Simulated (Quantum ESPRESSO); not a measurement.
# The valence band of Al2Pt as photoemission sees it, part 5 of 21

Aim: the valence spectrum of Al2Pt from He I to hard X-rays, and which orbitals make each feature.

Quantum ESPRESSO 7.5; DFT, PBEsol, plane waves, ultrasoft GBRV pseudopotentials, scalar-relativistic (the session's first sound run).

So far. Step 4 (Projected DOS and spectra): At the Fermi level the DOS is 1.11 states/eV a cell, and on the broadened curves Al 3p holds 46 % of the total there. Step 5 (The base run: bands): Of the bands kept, 3 cross the Fermi level on this path.

The database entry behind the starting cell differs from later determinations by our own check (0.1 to 0.3 % short, probably kX units), so it need not match the best structure at ambient conditions.

## 6. With spin–orbit coupling: self-consistent run

This step: DFT, PBEsol, plane waves, norm-conserving PseudoDojo pseudopotentials, with spin-orbit coupling (Quantum ESPRESSO 7.5).

Spin–orbit coupling splits and shifts levels of heavy atoms, so the bands are solved again with spinors.

scf.in

```
&control
  calculation = 'scf'
  prefix = 'pes'
  outdir = './tmp'
  pseudo_dir = './pp'
  tprnfor = .true.
  tstress = .true.
/
&system
  ibrav = 0
  nat = 3
  ntyp = 2
  ecutwfc = 84.0
  ecutrho = 336.0
  occupations = 'smearing'
  nbnd = 44
  smearing = 'fd'
  degauss = 0.00367
  noncolin = .true.
  lspinorb = .true.
/
&electrons
  conv_thr = 1.8e-08
  mixing_beta = 0.5
  electron_maxstep = 120
/
ATOMIC_SPECIES
Pt 195.0840 Pt.upf
Al 26.9815 Al.upf
CELL_PARAMETERS angstrom
 0.000000000 2.955000000 2.955000000
 2.955000000 0.000000000 2.955000000
 2.955000000 2.955000000 0.000000000
ATOMIC_POSITIONS crystal
Pt 0.000000000 0.000000000 0.000000000
Al 0.750000000 0.750000000 0.750000000
Al 0.250000000 0.250000000 0.250000000
K_POINTS automatic
12 12 12 0 0 0
```

The run is started by

```
$ OMP_NUM_THREADS=1 mpirun -n 4 pw.x -nk 4 -in scf.in > scf.out
```

Output:

```text
[banner, memory and clock lines left out]
Program PWSCF v.7.5 starts

          URL

     Message from routine setup:
     using ibrav=0 with symmetry is DISCOURAGED, use correct ibrav instead

     G-vector sticks info

     bravais-lattice index     =            0
     lattice parameter (alat)  =       7.8972  a.u.
     unit-cell volume          =     348.2564 (a.u.)^3
     number of atoms/cell      =            3
     number of atomic types    =            2
     number of electrons       =        24.00
     number of Kohn-Sham states=           44
     kinetic-energy cutoff     =      84.0000  Ry
     charge density cutoff     =     336.0000  Ry
     scf convergence threshold =      1.8E-08
     mixing beta               =       0.5000
     number of iterations used =            8  plain     mixing
     Exchange-correlation= PBESOL
                           (   1   4  10   8   0   0   0)
     Non magnetic calculation with spin-orbit

     celldm(1)=   7.897168  celldm(2)=   0.000000  celldm(3)=   0.000000
     celldm(4)=   0.000000  celldm(5)=   0.000000  celldm(6)=   0.000000

     crystal axes: (cart. coord. in units of alat)
               a(1) = (   0.000000   0.707107   0.707107 )
               a(2) = (   0.707107   0.000000   0.707107 )
               a(3) = (   0.707107   0.707107   0.000000 )

     reciprocal axes: (cart. coord. in units 2 pi/alat)
               b(1) = ( -0.707107  0.707107  0.707107 )
               b(2) = (  0.707107 -0.707107  0.707107 )
               b(3) = (  0.707107  0.707107 -0.707107 )

     PseudoPot. # 1 for Pt read from file:
     ./pp/Pt.upf
     Pseudo is Norm-conserving + core correction, Zval = 18.0
     Generated using ONCVPSP code by D. R. Hamann
     Using radial grid of 1358 points, 14 beta functions with:
                l(1) =   0
                l(2) =   0
                l(3) =   1
                l(4) =   1
                l(5) =   1
                l(6) =   1
                l(7) =   2
                l(8) =   2
                l(9) =   2
               l(10) =   2
               l(11) =   3
               l(12) =   3
               l(13) =   3
               l(14) =   3

     PseudoPot. # 2 for Al read from file:
     ./pp/Al.upf
     Pseudo is Norm-conserving + core correction, Zval =  3.0
     Generated using ONCVPSP code by D. R. Hamann
     Using radial grid of 1876 points, 10 beta functions with:
                l(1) =   0
                l(2) =   0
                l(3) =   1
                l(4) =   1
                l(5) =   1
                l(6) =   1
                l(7) =   2
                l(8) =   2
                l(9) =   2
               l(10) =   2

     atomic species   valence    mass     pseudopotential
     Pt               18.00   195.08400     Pt( 1.00)
     Al                3.00    26.98150     Al( 1.00)

     48 Sym. Ops., with inversion, found

   Cartesian axes

     site n.     atom                  positions (alat units)
         1        Pt     tau(   1) = (   0.0000000   0.0000000   0.0000000  )
         2        Al     tau(   2) = (   1.0606602   1.0606602   1.0606602  )
         3        Al     tau(   3) = (   0.3535534   0.3535534   0.3535534  )

     number of k points=    72  Fermi-Dirac smearing, width (Ry)=  0.0037
                       cart. coord. in units 2pi/alat
        k(    1) = (   0.0000000   0.0000000   0.0000000), wk =   0.0005787
        k(    2) = (   0.0589256   0.0589256  -0.0589256), wk =   0.0046296
        k(    3) = (   0.1178511   0.1178511  -0.1178511), wk =   0.0046296
        k(    4) = (   0.1767767   0.1767767  -0.1767767), wk =   0.0046296
        k(    5) = (   0.2357023   0.2357023  -0.2357023), wk =   0.0046296
        k(    6) = (   0.2946278   0.2946278  -0.2946278), wk =   0.0046296
        k(    7) = (  -0.3535534  -0.3535534   0.3535534), wk =   0.0023148
        k(    8) = (   0.1178511   0.0000000  -0.0000000), wk =   0.0034722
        k(    9) = (   0.1767767   0.0589256  -0.0589256), wk =   0.0138889
        k(   10) = (   0.2357023   0.1178511  -0.1178511), wk =   0.0138889
        k(   11) = (   0.2946278   0.1767767  -0.1767767), wk =   0.0138889
        k(   12) = (   0.3535534   0.2357023  -0.2357023), wk =   0.0138889
        k(   13) = (  -0.2946278  -0.4124790   0.4124790), wk =   0.0138889
        k(   14) = (  -0.2357023  -0.3535534   0.3535534), wk =   0.0138889
        k(   15) = (  -0.1767767  -0.2946278   0.2946278), wk =   0.0138889
        k(   16) = (  -0.1178511  -0.2357023   0.2357023), wk =   0.0138889
[...]
k(   65) = (  -0.2357023  -0.4714045   0.7071068), wk =   0.0138889
        k(   66) = (  -0.1767767  -0.4124790   0.6481812), wk =   0.0277778
        k(   67) = (  -0.1178511  -0.3535534   0.5892557), wk =   0.0138889
        k(   68) = (  -0.1178511  -0.4714045   0.7071068), wk =   0.0138889
        k(   69) = (  -0.0589256  -0.4124790   0.6481812), wk =   0.0277778
        k(   70) = (   0.0000000  -0.3535534   0.5892557), wk =   0.0138889
        k(   71) = (  -0.7071068   0.2357023   0.0000000), wk =   0.0069444
        k(   72) = (  -0.7071068   0.3535534   0.0000000), wk =   0.0034722

     Dense  grid:    36085 G-vectors     FFT dimensions: (  48,  48,  48)

     Initial potential from superposition of free atoms

     starting charge      23.9952, renormalised to      24.0000
     Starting wfcs are   36 randomized atomic wfcs +    8 random wfcs

     per-process dynamical memory:   172.0 Mb

     Self-consistent Calculation

     iteration #  1     ecut=    84.00 Ry     beta= 0.50
     Davidson diagonalization with overlap
     ethr =  1.00E-02,  avg # of iterations =  6.4

     Threshold (ethr) on eigenvalues was too large:
     Diagonalizing with lowered threshold

     Davidson diagonalization with overlap
     ethr =  7.86E-04,  avg # of iterations =  1.2

     total energy              =    -270.96379925 Ry
     estimated scf accuracy    <       0.19120465 Ry

     iteration #  2     ecut=    84.00 Ry     beta= 0.50
     Davidson diagonalization with overlap
     ethr =  7.97E-04,  avg # of iterations =  2.1

     total energy              =    -271.00565056 Ry
     estimated scf accuracy    <       0.13526464 Ry

     iteration #  3     ecut=    84.00 Ry     beta= 0.50
     Davidson diagonalization with overlap
     ethr =  5.64E-04,  avg # of iterations =  1.6

     total energy              =    -271.02872784 Ry
     estimated scf accuracy    <       0.00438866 Ry

     iteration #  4     ecut=    84.00 Ry     beta= 0.50
     Davidson diagonalization with overlap
[...]
k = 0.1768 0.1768-0.1768 (  4537 PWs)   bands (ev):

   -87.4305 -87.4305 -52.7349 -52.7349 -37.7306 -37.7306 -37.7294 -37.7294
[...]
22.9164  22.9164  23.0432  23.0433

          k = 0.2357 0.2357-0.2357 (  4564 PWs)   bands (ev):

[...]
23.9530  23.9530  24.0360  24.0361

          k = 0.2946 0.2946-0.2946 (  4524 PWs)   bands (ev):

[...]
24.1955  24.1955  24.4469  24.4469

          k =-0.3536-0.3536 0.3536 (  4512 PWs)   bands (ev):

[...]
23.0738  23.0738  24.3123  24.3148

          k = 0.1179 0.0000-0.0000 (  4569 PWs)   bands (ev):

[...]
20.0538  20.0538  20.6897  20.6897

          k = 0.1768 0.0589-0.0589 (  4532 PWs)   bands (ev):

[...]
20.9762  20.9762  21.3148  21.3148

          k = 0.2357 0.1179-0.1179 (  4546 PWs)   bands (ev):

[...]
21.8041  21.8041  23.1520  23.1520

          k = 0.2946 0.1768-0.1768 (  4545 PWs)   bands (ev):

[...]
22.7609  22.7609  24.2634  24.2635

          k = 0.3536 0.2357-0.2357 (  4532 PWs)   bands (ev):

[...]
23.5572  23.5573  24.1638  24.1638

          k =-0.2946-0.4125 0.4125 (  4519 PWs)   bands (ev):

[...]
23.4442  23.4442  24.2224  24.2224

          k =-0.2357-0.3536 0.3536 (  4519 PWs)   bands (ev):

[...]
23.7367  23.7367  24.4565  24.4565

          k =-0.1768-0.2946 0.2946 (  4532 PWs)   bands (ev):

[...]
23.0378  23.0378  25.2484  25.2484

          k =-0.1179-0.2357 0.2357 (  4534 PWs)   bands (ev):

[...]
22.2745  22.2745  24.2598  24.2598

          k =-0.0589-0.1768 0.1768 (  4533 PWs)   bands (ev):

[...]
k =-0.0000-0.1179 0.1179 (  4555 PWs)   bands (ev):

[...]
k = 0.2357 0.0000-0.0000 (  4536 PWs)   bands (ev):

[...]
k = 0.2946 0.0589-0.0589 (  4557 PWs)   bands (ev):

[...]
k = 0.3536 0.1179-0.1179 (  4549 PWs)   bands (ev):

[...]
k = 0.4125 0.1768-0.1768 (  4536 PWs)   bands (ev):

[...]
k =-0.2357-0.4714 0.4714 (  4514 PWs)   bands (ev):

[...]
k =-0.1768-0.4125 0.4125 (  4523 PWs)   bands (ev):

[...]
k =-0.1179-0.3536 0.3536 (  4531 PWs)   bands (ev):

[...]
k =-0.0589-0.2946 0.2946 (  4539 PWs)   bands (ev):

[...]
k = 0.0000-0.2357 0.2357 (  4535 PWs)   bands (ev):

[...]
k = 0.3536 0.0000 0.0000 (  4552 PWs)   bands (ev):

[...]
k = 0.4125 0.0589-0.0589 (  4552 PWs)   bands (ev):

[...]
k = 0.4714 0.1179-0.1179 (  4532 PWs)   bands (ev):

[...]
k =-0.1768-0.5303 0.5303 (  4514 PWs)   bands (ev):

[...]
k =-0.1179-0.4714 0.4714 (  4514 PWs)   bands (ev):

[...]
k =-0.0589-0.4125 0.4125 (  4521 PWs)   bands (ev):

[...]
k = 0.0000-0.3536 0.3536 (  4514 PWs)   bands (ev):

[...]
k = 0.4714 0.0000-0.0000 (  4528 PWs)   bands (ev):

[...]
k = 0.5303 0.0589-0.0589 (  4535 PWs)   bands (ev):

[...]
k =-0.1179-0.5893 0.5893 (  4508 PWs)   bands (ev):

[...]
k =-0.0589-0.5303 0.5303 (  4514 PWs)   bands (ev):

[...]
k = 0.5893 0.0000-0.0000 (  4536 PWs)   bands (ev):

[...]
k = 0.0000-0.5893 0.5893 (  4518 PWs)   bands (ev):

[...]
k =-0.7071 0.0000 0.0000 (  4488 PWs)   bands (ev):

[...]
k = 0.2357 0.1179 0.0000 (  4531 PWs)   bands (ev):

[...]
k = 0.2946 0.1768-0.0589 (  4544 PWs)   bands (ev):

[...]
k = 0.3536 0.2357-0.1179 (  4546 PWs)   bands (ev):

[...]
k = 0.3536 0.1179 0.0000 (  4547 PWs)   bands (ev):

[...]
k = 0.4125 0.1768-0.0589 (  4535 PWs)   bands (ev):

[...]
k = 0.0000-0.2357 0.3536 (  4529 PWs)   bands (ev):

[...]
k = 0.4714 0.1179-0.0000 (  4534 PWs)   bands (ev):

[...]
k =-0.1179-0.5893 0.7071 (  4527 PWs)   bands (ev):

[...]
k =-0.0589-0.5303 0.6482 (  4523 PWs)   bands (ev):

[...]
k =-0.0000-0.4714 0.5893 (  4516 PWs)   bands (ev):

[...]
k =-0.7071 0.1179-0.0000 (  4512 PWs)   bands (ev):

[...]
k =-0.2357-0.4714 0.7071 (  4520 PWs)   bands (ev):

[...]
23.7110  23.7110  24.2395  24.2395

          k =-0.1768-0.4125 0.6482 (  4520 PWs)   bands (ev):

[...]
23.5229  23.5229  25.1477  25.1477

          k =-0.1179-0.3536 0.5893 (  4524 PWs)   bands (ev):

[...]
24.0209  24.0209  24.8357  24.8358

          k =-0.1179-0.4714 0.7071 (  4529 PWs)   bands (ev):

[...]
24.0840  24.0840  24.6255  24.6255

          k =-0.0589-0.4125 0.6482 (  4520 PWs)   bands (ev):

[...]
23.9683  23.9683  24.3598  24.3600

          k = 0.0000-0.3536 0.5893 (  4517 PWs)   bands (ev):

[...]
23.3399  23.3399  24.6886  24.6887

          k =-0.7071 0.2357 0.0000 (  4518 PWs)   bands (ev):

[...]
7.5554   7.5554   7.7611   7.7611   8.4078   8.4078   9.1412   9.1412
    10.3467  10.3467  15.5174  15.5174  16.0094  16.0094  17.7475  17.7475
    19.3618  19.3618  21.4093  21.4093  22.6478  22.6478  23.3742  23.3742
    23.5896  23.5896  24.2583  24.2583

          k =-0.7071 0.3536 0.0000 (  4540 PWs)   bands (ev):

   -87.4305 -87.4305 -52.7351 -52.7351 -37.7320 -37.7320 -37.7312 -37.7312
     5.2063   5.2063   5.2729   5.2729   5.9277   5.9277   6.0901   6.0901
     7.5400   7.5400   7.8394   7.8394   8.6176   8.6176   8.7772   8.7772
    10.4665  10.4665  16.4732  16.4732  16.6168  16.6168  17.4251  17.4251
    17.6298  17.6298  21.2985  21.2985  23.2185  23.2185  23.3797  23.3797
    23.8695  23.8695  24.3414  24.3414

     the Fermi energy is    11.3078 ev

!    total energy              =    -271.02896085 Ry
     estimated scf accuracy    <          3.6E-09 Ry
     smearing contrib. (-TS)   =      -0.00068045 Ry
     internal energy E=F+TS    =    -271.02828040 Ry

     The total energy is F=E-TS. E is the sum of the following terms:
     one-electron contribution =    -138.19140184 Ry
     hartree contribution      =      76.64665499 Ry
     xc contribution           =     -51.81771835 Ry
     ewald contribution        =    -157.66581520 Ry

     convergence has been achieved in   7 iterations

     Forces acting on atoms (cartesian axes, Ry/au):

     atom    1 type  1   force =    -0.00000000   -0.00000000    0.00000000
     atom    2 type  2   force =    -0.00000000    0.00000000    0.00000000
     atom    3 type  2   force =     0.00000000   -0.00000000   -0.00000000

     Total force =     0.000000     Total SCF correction =     0.000000

     Computing stress (Cartesian axis) and pressure

          total   stress  (Ry/bohr**3)                   (kbar)     P=      -14.02
  -0.00009532  -0.00000000  -0.00000000          -14.02       -0.00       -0.00
  -0.00000000  -0.00009532   0.00000000           -0.00      -14.02        0.00
  -0.00000000   0.00000000  -0.00009532           -0.00        0.00      -14.02

     XML data file, charge density, pseudopotentials, collected wavefunctions

                                        0.00s GPU  (     656 calls)
```

The job ended after 2.5 min (4 MPI ranks of Arm Neoverse V1, shared host; 10 min of CPU time).

Numbers from this step:

```yaml
free_energy: -3687.5369 eV
fermi_energy: 11.31 eV
pressure: -1.402 GPa
```

The run ends at a pressure of -1.40 GPa.

(Continued in part 6 of 21.)

[Logs are printed without paths, hosts, clocks, repeated set-up lines and the standing remarks that a program may print on its own settings, such as how far it seeks lower states.]

[Hosts, paths, dates, database ids (printed as entryN), source tags and the programs' standing remarks are cut or masked in the printed files.]

[Maps of the electrostatic potential energy from Ansatz leave out the sawtooth potential of an applied field or a dipole correction, so their vacuum need not be flat; work functions include it.]

[Peak lists hold at most the 14 tallest peaks of each spectrum; further lines can be left out.]
